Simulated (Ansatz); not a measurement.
# Work function of Al(110): what the settings cost and change

Aim: the numerical settings behind the work function of Al(110), with the cost of each.

Method: plane-wave DFT, PBE, Ansatz PAW, in Ansatz 0.2.0.

The experiments to compare with:

For Al (clean (110) face, a compiled value), “Properties of real metallic surfaces: Effects of density functional semilocality and van der Waals nonlocality” (2017, arxiv:1702.08515) quotes earlier work: work function (clean (110) face, a compiled value) 4.23 eV.

### Step 1. The starting structure

The cell holds 7 atoms: 7 Al. Its edges and angles: a = 4.050 Å, b = 2.864 Å, c = 26.591 Å, α = 90.0°, β = 90.0°, γ = 90.0°. Vacuum lies along c.

### Step 2. Run, setting cutoff 200 eV

A work function rests on the faint tail of the density, so the SCF threshold is tight. The cutoff is raised first; then mesh and smearing are varied at the default cutoff.

File input.yaml:

```yaml
crystal:
  lattice:
    - [4.05, 0.0, 0.0]
    - [0.0, 2.8637824638, 0.0]
    - [0.0, 0.0, 26.5913473914]
  atoms:
    - { symbol: Al, position: [0.0, 0.0, 0.3384559597] }
    - { symbol: Al, position: [0.5, 0.5, 0.3923039731] }
    - { symbol: Al, position: [0.0, 0.0, 0.4461519866] }
    - { symbol: Al, position: [0.5, 0.5, 0.5] }
    - { symbol: Al, position: [0.0, 0.0, 0.5538480134] }
    - { symbol: Al, position: [0.5, 0.5, 0.6076960269] }
    - { symbol: Al, position: [0.0, 0.0, 0.6615440403] }
kpoints:
  mp_grid: { grid: [10, 14, 1] }
hamiltonian:
  xc: pbe
scf:
  occupations: { method: fermi_dirac, width: 0.1 }
  convergence: { dr2_threshold: 1.0e-09 }
efield:
  axis: 3
  dipole_correction: true
  ramp_position: 0.97
  ramp_width: 0.06
basis:
  ecutwfc: "200 eV"
output:
  write_potential: true
  write_density: true
  volumetric_format: npy
  elf: true
```

Run with:

```
$ ansatz run input.yaml --threads 2 --pin off --max-ram 3072MiB --backend cpu --events-out ev --progress --plain --runs-dir out
```

Numbers of over 12 decimals in the logs are rounded to 6 here.

What it wrote:

```text
Warning: basis.ecutwfc = 200 eV is below the records' recommended 420 eV, and the density's cutoff is lower with it unless basis.ecutrho_ratio is high enough to keep the records' density cutoff: compare with a run at a higher cutoff
Warning: basis.ecutrho_ratio 4 (ecutrho = 800 eV, dense FFT grid 20×15×125): the grid does not resolve the core-correction charge of Al (measure 0.11 e/Å^2.5); warned from 0.08. The energy and each atom's force then go with where the atoms sit on the grid: [figures from the program's tests cut] If this deck is also warned that a cutoff or its ratio is below what is recommended, mend that before anything below. First try basis.xc_grid, which is 1 on this run (the dense grid itself), where it is not refused (2, then 3). Above 1 the core-correction charge is laid on the exchange–correlation grid, and this warning is never given, whether or not the level is enough: [rest of the remark cut]
Engine: ansatz 0.2.0, aarch64-unknown-linux-gnu
Pseudopotentials: kind: paw
Pseudopotential: Al, paw, valence charge 3, recommended cutoff 420 eV (normal), Al.paw.azcp
Functional definition: PBE
  parameter kappa = 0.804
  parameter beta = 0.066725
  exchange = pbe_x(kappa = kappa, mu = beta*pi^2/3)
  correlation = pbe_c(beta = beta)
Crystal: 7 atoms, lattice volume = 308.415 Å³
Basis set: ecut = 200 eV, 1983 PW (Γ)
Bands: 18, of which v1, the nominal top of the filled ones, is band 11 counted from 1 (10 counted from 0)
Symmetry: 4 space group operations
k-points: 48 of 140
Non-local potential: Al, projectors of the file, l = 0: 2, l = 1: 2, l = 2: 1
PAW form: soft (Blöchl's): semilocal exchange-correlation on the pseudo side does not see the compensation charge
PAW one-centre angular grid: Al, 110 points (default); XC on 64 Gauss nodes
Initial density: superposition of atomic densities (neutral atoms: chi_scale 0, normalization atom), corrected by the library's trained network
Initial wavefunctions: pseudopotential atomic-orbital guess
Functional: x = pbe(κ = 0.804, μ = 0.219515), c = pbe(β = 0.066725)
SCF iter   1: F=—  HF=-3759.304303 eV  |F-HF|=—  |Δ(HF+E_count)|=         —  Δρ=2.22e-3  dr2=1.31e-2  ethr=1.77e-3  p=0.000 e·Å  D=3.32e-15 V/Å  ΔV_dip=-0.00 eV  dr2_dipole=1.80e-6  V_vac-E_F(+/−)=3.88/3.88 eV  ⟨swp⟩=8.6  Hψ=6103  notcnv=0
efield: sawtooth ramp at fractional position 0.9700 (set: `efield.ramp_position`, or a place that a band, a saddle search or an elastic batch's reference lends), width 0.0600; the density the first Hamiltonian is built on has a dipole p = 0.000 e·Å; the dipole correction subtracts the counter field D = 3.32e-15 V/Å, which shifts the + side's vacuum level by -0.00 eV against the − side's; the planar-averaged density in the ramp window peaks in size at 5.6e-6 e/Å³
preconditioner: auto → LDOS  [metal: Δε(μ)=0.025 eV  Ē_g=6.409 eV  σ=0.100 eV  W_gap=0.06  n_scr=28 (ndim 8)  ℏωp=9.7 eV  f_vac=0.505  D(μ)=3.36/eV (n_scr^D=10)  β→1.0]
SCF iter   2: F=—  HF=-3759.315424 eV  |F-HF|=—  |Δ(HF+E_count)|=   1.11e-2  Δρ=3.01e-4  dr2=4.80e-4  ethr=6.25e-5  p=0.000 e·Å  D=1.82e-5 V/Å  ΔV_dip=-0.00 eV  dr2_dipole=1.83e-6  V_vac-E_F(+/−)=3.98/3.98 eV  ⟨swp⟩=2.8  Hψ=1920  notcnv=0  defer=6
SCF iter   3: F=—  HF=-3759.315530 eV  |F-HF|=—  |Δ(HF+E_count)|=   1.06e-4  Δρ=1.01e-4  dr2=7.24e-5  ethr=2.29e-6  p=-0.000 e·Å  D=-8.46e-7 V/Å  ΔV_dip=0.00 eV  dr2_dipole=7.96e-9  V_vac-E_F(+/−)=3.99/3.99 eV  ⟨swp⟩=2.5  Hψ=1491  notcnv=0  defer=6
SCF iter   4: F=—  HF=-3759.315534 eV  |F-HF|=—  |Δ(HF+E_count)|=   3.79e-6  Δρ=2.85e-5  dr2=7.36e-6  ethr=3.45e-7  p=-0.000 e·Å  D=-1.53e-6 V/Å  ΔV_dip=0.00 eV  dr2_dipole=9.52e-10  V_vac-E_F(+/−)=3.99/3.99 eV  ⟨swp⟩=2.4  Hψ=1311  notcnv=0  defer=6
SCF iter   5: F=—  HF=-3759.315535 eV  |F-HF|=—  |Δ(HF+E_count)|=   1.41e-6  Δρ=5.68e-6  dr2=1.63e-7  ethr=3.50e-8  p=0.000 e·Å  D=1.46e-7 V/Å  ΔV_dip=-0.00 eV  dr2_dipole=2.31e-10  V_vac-E_F(+/−)=4.00/4.00 eV  ⟨swp⟩=2.4  Hψ=1334  notcnv=0  defer=6
SCF iter   6: F=—  HF=-3759.315535 eV  |F-HF|=—  |Δ(HF+E_count)|=   1.48e-8  Δρ=1.05e-6  dr2=9.25e-9  ethr=7.77e-10  p=-0.000 e·Å  D=-2.40e-8 V/Å  ΔV_dip=0.00 eV  dr2_dipole=2.28e-13  V_vac-E_F(+/−)=4.00/4.00 eV  ⟨swp⟩=2.3  Hψ=1494  notcnv=0  defer=6
SCF iter   7: F=-3759.315535 eV  HF=-3759.315535 eV  |F-HF|=6.05e-11  |Δ(HF+E_count)|=   1.48e-9  Δρ=2.69e-7  dr2=3.86e-10  ethr=4.76e-12  p=-0.000 e·Å  D=-3.79e-9 V/Å  ΔV_dip=0.00 eV  dr2_dipole=1.75e-14  V_vac-E_F(+/−)=4.00/4.00 eV  ⟨swp⟩=7.4  Hψ=3187  notcnv=0
SCF 1 converged in 7 iterations: F = -3759.315535 eV  dr2 = 3.86e-10
  greatest PAW one-centre occupation: 0.490 electrons in one spin orbital (limit 2), on the Al atom at site 0 (counted from 0), in its partial waves of l = 0
WARN: The output density's exchange-correlation potential varies sharply where the density is thin. Do not read a vacuum level from v_tot or v_xc, or from such a field of the output density. On a cell that repeats whose density bears no net charge and no dipole along the vacuum's axis use v_es (v_loc + v_h of the components); under efield.dipole_correction with no amplitude use v_es + v_field, which holds any externa [...]
SCF converged after 7 iterations
Free energy (F): -3759.315535 eV
Harris-Foulkes:  -3759.315535 eV  (|F-HF|=6.05e-11)
Internal energy: -3759.205578 eV  (E = F + TS)
E sigma→0 (E₀):  -3759.260556 eV
Entropy (-TS):   -0.109957 eV (-15.708 meV/atom)
Fermi energy:    0.582233 eV
Dipole field:    D = 0.000000 V/Å  (p = 0.000000 e·Å, saw-weighted, corrected)
Work function:   Φ+ = 3.9955 eV   Φ− = 3.9956 eV
Levels:          The Fermi level and band energies are counted from a zero that moves with the ramp; work functions are not
--- Per-component energies (eV) ---
  E_band       = -75.256132
  E_kinetic    = 149.634706
  E_local      = -5781.711154  (includes V_loc(G=0)·N_el)
  E_nonlocal   = 76.243173
  E_hartree    = 2851.561097
  E_xc         = -273.467561
  E_vxc        = -196.436551  (∫ρ·V_xc dr)
  E_paw        = -3271.859167  (= ΣΔE_a)
  E_vpaw       = -26.107880  (= ΣTr[D̂ρ^β])
  E_aug_tail   = -0.000210  (compensation charges beyond the density's cutoff)
  E_efield     = 0.000000  (sawtooth field / dipole correction)
  E_vefield    = 0.000000  (∫n·V_field dr)
  E_ewald      = 2490.393538
  E_smearing   = -0.109957  (= −TS)
  E_closure    = -0.000000  (closes the sum)
  Σ components = -3759.315535   (vs F -3759.315535, Δ=0.00e0)
--- Band table (eV; the first three rows and the last of 48) ---
  k-point 0: bands = [... 7 lower, -1.0545, -0.7766, 0.2616, 0.3895, 0.7283, 1.9993, 2.2929, 3.0545, ... 3 higher]
  k-point 1: bands = [... 7 lower, -0.9766, -0.6851, 0.3513, 0.4662, 0.8060, 2.0821, 2.3707, 3.1244, ... 3 higher]
  k-point 2: bands = [... 7 lower, -0.7234, -0.4138, 0.6146, 0.7185, 1.0121, 2.3004, 2.6226, 2.6483, ... 3 higher]
  k-point 47: bands = [... 7 lower, -2.3975, -1.5228, -1.4543, -1.3098, -0.3420, -0.1077, 0.9593, 1.0174, ... 3 higher]
```

Wall time 17 s (2 threads of Arm Neoverse N1, shared host); peak memory 0.35 GiB; 27 s of CPU time.

Reading the cycles: dr2 is the Hartree energy of the density residual (eV), the measure of convergence; HF is the Harris–Foulkes estimate of the energy, which meets the free energy F at convergence.

Numbers from this step:

```
energy at zero smearing   : -3759.2606 eV
work function, upper face : 3.996 eV
```

Running mean over 1.432 Å of the planar mean; the ramp of the sawtooth is left out. Table of electron's electrostatic potential energy less the Fermi level by z:

| z (Å) | electron's electrostatic potential energy less the Fermi level (eV) |
| --- | --- |
| 3.19 | 4.00 |
| 3.83 | 3.99 |
| 4.25 | 3.99 |
| 4.89 | 3.99 |
| 5.32 | 3.99 |
| 5.96 | 3.96 |
| 6.38 | 3.91 |
| 7.02 | 3.58 |
| 7.66 | 2.18 |
| 8.08 | 0.284 |
| 8.72 | -2.65 |
| 9.15 | -4.05 |
| 9.79 | -4.65 |
| 10.21 | -4.71 |
| 10.85 | -4.73 |
| 11.49 | -4.74 |
| 11.91 | -4.74 |
| 12.55 | -4.73 |
| 12.98 | -4.74 |
| 13.61 | -4.74 |
| 14.04 | -4.73 |
| 14.68 | -4.74 |
| 15.10 | -4.74 |
| 15.74 | -4.73 |
| 16.38 | -4.71 |
| 16.81 | -4.65 |
| 17.44 | -4.05 |
| 17.87 | -2.65 |
| 18.51 | 0.284 |
| 18.93 | 2.18 |
| 19.57 | 3.58 |
| 20.21 | 3.91 |
| 20.63 | 3.96 |
| 21.27 | 3.99 |
| 21.70 | 3.99 |
| 22.34 | 3.99 |
| 22.76 | 3.99 |
| 23.40 | 4.00 |

Valence density in the ca plane at fractional y = 0.000, with atoms of Al within 0.2 Å of it. It is the smooth field of the valence electrons, not physical close to the nuclei.

Ten even steps from '0' (0.00 e/Å³) to '9' (0.22 e/Å³), each cell a mean:
```
00125643589997435999963369999534663100000000
00024666899899768998996789999866652100000000
00013568998889889988998899889987531000000000
00001246788887777888877778888764311000000000
00001124578876556788765567887643210000000000
00001124578876556788765567887643110000000000
00001235678887666788776667887653210000000000
00012457888888888888888888888876421000000000
00013677999899889988998899899987642100000000
00125654699998546999975579999755653100000000
00136643479996335899953359998433563100000000
```
Columns run along c (16.0 Å, from fractional 0.25 to 0.85 of the cell), rows up along a (4.0 Å). Atoms in or near the plane, at fractional coordinates: Al at (0.34, 0.00), Al at (0.45, 0.00), Al at (0.55, 0.00), Al at (0.66, 0.00).

ELF in the ca plane at fractional y = 0.000, with atoms of Al within 0.2 Å of it. It is the smooth field of the valence electrons, not physical close to the nuclei.

Ten even steps from '0' (0.00) to '9' (0.84), each cell a mean:
```
15799744146773122577621126765234699862000000
13689854567676324776752257777545798741000000
01467877777767556766675567677777876520000000
00134556666665445666654456666666543200000000
00001234566654334566543345666543221000000000
00001223456654333566543335665542210000000000
00013445666655434566553345666654432100000000
01346777776666556666665566667777765310000000
02578875677776446766764467777656898631000000
14799742257674113676631137766324699751000000
15799758246773351577624426765167599862000000
```
Columns run along c (16.0 Å, from fractional 0.25 to 0.85 of the cell), rows up along a (4.0 Å). Atoms in or near the plane, at fractional coordinates: Al at (0.34, 0.00), Al at (0.45, 0.00), Al at (0.55, 0.00), Al at (0.66, 0.00).

Electrostatic potential energy in the ca plane at fractional y = 0.000, with atoms of Al within 0.2 Å of it. With pseudopotentials it is smooth inside the atoms' cores, unlike the true potential.

Ten even steps from '0' (-17 eV) to '9' (5 eV), each cell a mean:
```
99985014116740230277303303762032048999999999
99987300047862001578620016875100268999999999
99998754578886545788764467887545689999999999
99999888888888888888888888888888899999999999
99999999887788898877889988778899999999999999
99999999987778998877889988778899999999999999
99999998888888888888888888888888999999999999
99998876778887667888876678888766789999999999
99997521257874213688741137886312478999999999
99986101026751110377401104773011058999999999
99984035205740451166205502761154047999999999
```
Columns run along c (16.0 Å, from fractional 0.25 to 0.85 of the cell; values clipped at the 3rd and 97th percentile), rows up along a (4.0 Å). Atoms in or near the plane, at fractional coordinates: Al at (0.34, 0.00), Al at (0.45, 0.00), Al at (0.55, 0.00), Al at (0.66, 0.00).

The work function is 3.996 eV.

### Step 3. Slab

input.yaml, as its differences from that of step 2:

```diff
@@ -26,3 +26,3 @@
 basis:
-  ecutwfc: "200 eV"
+  ecutwfc: "300 eV"
 output:
@@ -31,2 +31 @@
   volumetric_format: npy
-  elf: true
```

What it wrote:

```text
[...]
Crystal: 7 atoms, lattice volume = 308.415 Å³
Basis set: ecut = 300 eV, 3541 PW (Γ)
Bands: 18, of which v1, the nominal top of the filled ones, is band 11 counted from 1 (10 counted from 0)
Symmetry: 4 space group operations
k-points: 48 of 140
[...]
k-point 0: bands = [... 7 lower, -1.1856, -0.7510, 0.2592, 0.2597, 0.6463, 1.9800, 2.1663, 2.9928, ... 3 higher]
  k-point 1: bands = [... 7 lower, -1.1040, -0.6625, 0.3419, 0.3462, 0.7223, 2.0588, 2.2507, 3.0599, ... 3 higher]
  k-point 2: bands = [... 7 lower, -0.8531, -0.4021, 0.5925, 0.6013, 0.9195, 2.2650, 2.5024, 2.5692, ... 3 higher]
  k-point 47: bands = [... 7 lower, -2.3935, -1.5529, -1.5501, -1.4236, -0.3371, -0.2262, 0.9237, 0.9718, ... 3 higher]
[key lines of the parts left out:]
SCF converged after 7 iterations
Free energy (F): -3760.899610 eV
Fermi energy:    0.512866 eV
Dipole field:    D = -0.000000 V/Å  (p = -0.000000 e·Å, saw-weighted, corrected)
Work function:   Φ+ = 4.0335 eV   Φ− = 4.0335 eV
```

Run time: 28 s. Hardware: 2 threads; peak memory 0.46 GiB.

The work function is 4.034 eV, +0.038 eV from the run “cutoff 200 eV”, at 1.8 times its CPU time.

### Step 4. Slab

input.yaml, as its differences from that of step 3:

```diff
@@ -26,3 +26,3 @@
 basis:
-  ecutwfc: "300 eV"
+  ecutwfc: "420 eV"
 output:
```

What it wrote:

```text
[...]
Crystal: 7 atoms, lattice volume = 308.415 Å³
Basis set: ecut = 420 eV, 6033 PW (Γ)
Bands: 18, of which v1, the nominal top of the filled ones, is band 11 counted from 1 (10 counted from 0)
Symmetry: 4 space group operations
k-points: 48 of 140
[...]
k-point 0: bands = [... 7 lower, -1.2002, -0.7480, 0.2443, 0.2599, 0.6369, 1.9782, 2.1519, 2.9841, ... 3 higher]
  k-point 1: bands = [... 7 lower, -1.1160, -0.6598, 0.3287, 0.3465, 0.7140, 2.0571, 2.2363, 3.0511, ... 3 higher]
  k-point 2: bands = [... 7 lower, -0.8631, -0.4003, 0.5817, 0.6003, 0.9106, 2.2613, 2.4895, 2.5623, ... 3 higher]
  k-point 47: bands = [... 7 lower, -2.3929, -1.5641, -1.5521, -1.4347, -0.3361, -0.2367, 0.9146, 0.9748, ... 3 higher]
[key lines of the parts left out:]
SCF converged after 7 iterations
Free energy (F): -3761.074297 eV
Fermi energy:    0.506241 eV
Dipole field:    D = -0.000000 V/Å  (p = -0.000001 e·Å, saw-weighted, corrected)
Work function:   Φ+ = 4.0375 eV   Φ− = 4.0375 eV
```

Run time: 43 s. Hardware: 2 threads; peak memory 0.6 GiB.

The work function is 4.037 eV, +0.042 eV from the run “cutoff 200 eV”, at 2.6 times its CPU time.

### Step 5. Slab

input.yaml, as its differences from that of step 4:

```diff
@@ -26,3 +26,3 @@
 basis:
-  ecutwfc: "420 eV"
+  ecutwfc: "600 eV"
 output:
```

What it wrote:

```text
[...]
Crystal: 7 atoms, lattice volume = 308.415 Å³
Basis set: ecut = 600 eV, 10217 PW (Γ)
Bands: 18, of which v1, the nominal top of the filled ones, is band 11 counted from 1 (10 counted from 0)
Symmetry: 4 space group operations
k-points: 48 of 140
[...]
k-point 0: bands = [... 7 lower, -1.2004, -0.7480, 0.2442, 0.2600, 0.6368, 1.9782, 2.1518, 2.9839, ... 3 higher]
  k-point 1: bands = [... 7 lower, -1.1162, -0.6597, 0.3285, 0.3465, 0.7138, 2.0571, 2.2362, 3.0510, ... 3 higher]
  k-point 2: bands = [... 7 lower, -0.8633, -0.4002, 0.5815, 0.6004, 0.9105, 2.2613, 2.4893, 2.5622, ... 3 higher]
  k-point 47: bands = [... 7 lower, -2.3928, -1.5644, -1.5520, -1.4349, -0.3361, -0.2368, 0.9146, 0.9749, ... 3 higher]
[key lines of the parts left out:]
SCF converged after 7 iterations
Free energy (F): -3761.077399 eV
Fermi energy:    0.506170 eV
Dipole field:    D = -0.000000 V/Å  (p = -0.000000 e·Å, saw-weighted, corrected)
Work function:   Φ+ = 4.0375 eV   Φ− = 4.0375 eV
```

It took 72 s on 2 threads; peak memory 0.87 GiB; 2 min of CPU time.

The work function is 4.038 eV, +0.000 eV from the run “cutoff 420 eV”, at 1.7 times its CPU time.

### Step 6. Slab

input.yaml, as its differences from that of step 5:

```diff
@@ -14,3 +14,3 @@
 kpoints:
-  mp_grid: { grid: [10, 14, 1] }
+  mp_grid: { grid: [2, 2, 1] }
 hamiltonian:
@@ -25,4 +25,2 @@
   ramp_width: 0.06
-basis:
-  ecutwfc: "600 eV"
 output:
```

What it wrote:

```text
[...]
Crystal: 7 atoms, lattice volume = 308.415 Å³
Basis set: ecut = 420 eV, 6033 PW (Γ)
Bands: 18, of which v1, the nominal top of the filled ones, is band 11 counted from 1 (10 counted from 0)
Symmetry: 4 space group operations
k-points: 4
[...]
k-point 0: bands = [... 7 lower, -0.9443, -0.4897, 0.4981, 0.5175, 0.7384, 2.2255, 2.3467, 3.0366, ... 3 higher]
  k-point 1: bands = [... 7 lower, -0.8854, 0.5772, 1.2091, 2.2516, 2.3206, 2.6467, 3.0914, 3.2909, ... 3 higher]
  k-point 2: bands = [... 7 lower, -3.0088, -1.9452, -0.4689, 0.2731, 2.0468, 2.5959, 4.1315, 4.8863, ... 3 higher]
  k-point 3: bands = [... 7 lower, -2.1325, -1.3135, -1.2866, -1.1991, -0.0697, -0.0099, 1.0729, 1.1482, ... 3 higher]
[key lines of the parts left out:]
SCF converged after 9 iterations
Free energy (F): -3762.280659 eV
Fermi energy:    0.469814 eV
Dipole field:    D = 0.000002 V/Å  (p = 0.000003 e·Å, saw-weighted, corrected)
Work function:   Φ+ = 3.9311 eV   Φ− = 3.9312 eV
```

Elapsed: 4.2 s, on 2 threads; peak memory 0.4 GiB; 4.3 s of CPU time.

The work function is 3.931 eV, -0.106 eV from the run “cutoff 420 eV”, at 0.060 times its CPU time.

### Step 7. Slab

input.yaml, as its differences from that of step 6:

```diff
@@ -14,3 +14,3 @@
 kpoints:
-  mp_grid: { grid: [2, 2, 1] }
+  mp_grid: { grid: [3, 5, 1] }
 hamiltonian:
```

What it wrote:

```text
[...]
Crystal: 7 atoms, lattice volume = 308.415 Å³
Basis set: ecut = 420 eV, 6033 PW (Γ)
Bands: 18, of which v1, the nominal top of the filled ones, is band 11 counted from 1 (10 counted from 0)
Symmetry: 4 space group operations
k-points: 6 of 15
[...]
k-point 0: bands = [... 7 lower, -1.3164, -0.8083, 0.1476, 0.1548, 0.5796, 1.8945, 2.0616, 2.9500, ... 3 higher]
  k-point 1: bands = [... 7 lower, -0.6556, -0.1728, 0.6390, 0.7735, 0.8161, 1.5315, 1.8497, 2.3669, ... 3 higher]
  k-point 2: bands = [... 7 lower, -0.6809, 0.3578, 0.4789, 1.3291, 1.3732, 1.9909, 2.4969, 2.7955, ... 3 higher]
  k-point 5: bands = [... 7 lower, -1.8792, -1.3746, -0.6840, -0.1552, 0.2249, 0.4209, 0.7504, 1.3760, ... 3 higher]
[key lines of the parts left out:]
SCF converged after 8 iterations
Free energy (F): -3760.716331 eV
Fermi energy:    0.409619 eV
Dipole field:    D = -0.000000 V/Å  (p = -0.000000 e·Å, saw-weighted, corrected)
Work function:   Φ+ = 4.1960 eV   Φ− = 4.1960 eV
```

Wall time 7.5 s (2 threads); peak memory 0.38 GiB.

The work function is 4.196 eV, +0.159 eV from the run “cutoff 420 eV”, at 0.13 times its CPU time.

### Step 8. Run

input.yaml, as its differences from that of step 7:

```diff
@@ -14,3 +14,3 @@
 kpoints:
-  mp_grid: { grid: [3, 5, 1] }
+  mp_grid: { grid: [7, 9, 1] }
 hamiltonian:
```

What it wrote:

```text
[...]
Crystal: 7 atoms, lattice volume = 308.415 Å³
Basis set: ecut = 420 eV, 6033 PW (Γ)
Bands: 18, of which v1, the nominal top of the filled ones, is band 11 counted from 1 (10 counted from 0)
Symmetry: 4 space group operations
k-points: 20 of 63
[...]
k-point 0: bands = [... 7 lower, -1.1914, -0.7221, 0.2552, 0.2706, 0.6422, 1.9919, 2.1615, 2.9892, ... 3 higher]
  k-point 1: bands = [... 7 lower, -0.9874, -0.5098, 0.4593, 0.4786, 0.8226, 2.1779, 2.3657, 3.1205, ... 3 higher]
  k-point 2: bands = [... 7 lower, -0.3755, -0.0896, 0.4259, 0.9380, 1.0717, 1.5603, 1.6353, 2.3632, ... 3 higher]
  k-point 19: bands = [... 7 lower, -1.9763, -1.5325, -1.1139, -0.8813, -0.8025, 0.5011, 0.5778, 1.2140, ... 3 higher]
[key lines of the parts left out:]
SCF converged after 8 iterations
Free energy (F): -3761.039481 eV
Fermi energy:    0.506789 eV
Dipole field:    D = 0.000000 V/Å  (p = 0.000000 e·Å, saw-weighted, corrected)
Work function:   Φ+ = 4.0283 eV   Φ− = 4.0283 eV
```

Elapsed: 19 s, on 2 threads; peak memory 0.45 GiB; 30 s of CPU time.

The work function is 4.028 eV, -0.009 eV from the run “cutoff 420 eV”, at 0.43 times its CPU time.

[end of part 1 of 2]

[Logs are printed without paths, hosts, clocks, repeated set-up lines and the standing remarks that a program may print on its own settings, such as how far it seeks lower states.]

[Hosts, paths, dates, database ids (printed as entryN), source tags and the programs' standing remarks are cut or masked in the printed files.]

[Maps of the electrostatic potential energy from Ansatz leave out the sawtooth potential of an applied field or a dipole correction, so their vacuum need not be flat; planar profiles and work functions include it.]
